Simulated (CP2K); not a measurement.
Consider nitrosonium at its PBE geometry (Å).

```xyz
2

N     0.0000    0.0000   -0.5386
O     0.0000    0.0000    0.5386
```

Method: CP2K XAS_TDP, all-electron GAPW, PBEh(45%), aug-cc-pVTZ, TDA, GW2X-corrected core level, no relativity.

Where do the O K-edge lines lie, and how strong are they?

Leading lines: O2 534.54 eV. The leading line of an atom is its first one with 35 % of the strongest within 2.5 eV of its lowest line over the strength cut. Core ionisation energies at this level: O2 554.81 eV.

The first six lines of each atom with a strength over 0.0015:

```
            atom  energy (eV)  states  strength, one atom  above the computed threshold
O2 (bonded to N)       534.54       2              0.1135                              
                       548.86       2              0.0086                              
                       549.21       1              0.0037                              
                       550.52       1              0.0159                              
                       551.75       2              0.0078                              
                       552.15       1              0.0315
```

Lines are vertical, at one geometry, with no vibrational structure. GW2X ionisation energies and lines can be off by 1 to 2 eV either way, and a good line position may hide errors that cancel. These values hold no scalar relativity, about 0.4 eV for O 1s. Rydberg lines, and the discretised continuum above threshold, depend on the basis and the box. The ion (charge +1) is isolated, with no counter-ion or solvent.

[Banner, clock and machine lines of the logs are left out without a mark of their own.]

[Logs are printed without paths, hosts, clocks, repeated set-up lines and the standing remarks that a program may print on its own settings, such as how far it seeks lower states.]

[Hosts, paths, dates, database ids (printed as entryN), source tags and the programs' standing remarks are cut or masked in the printed files.]
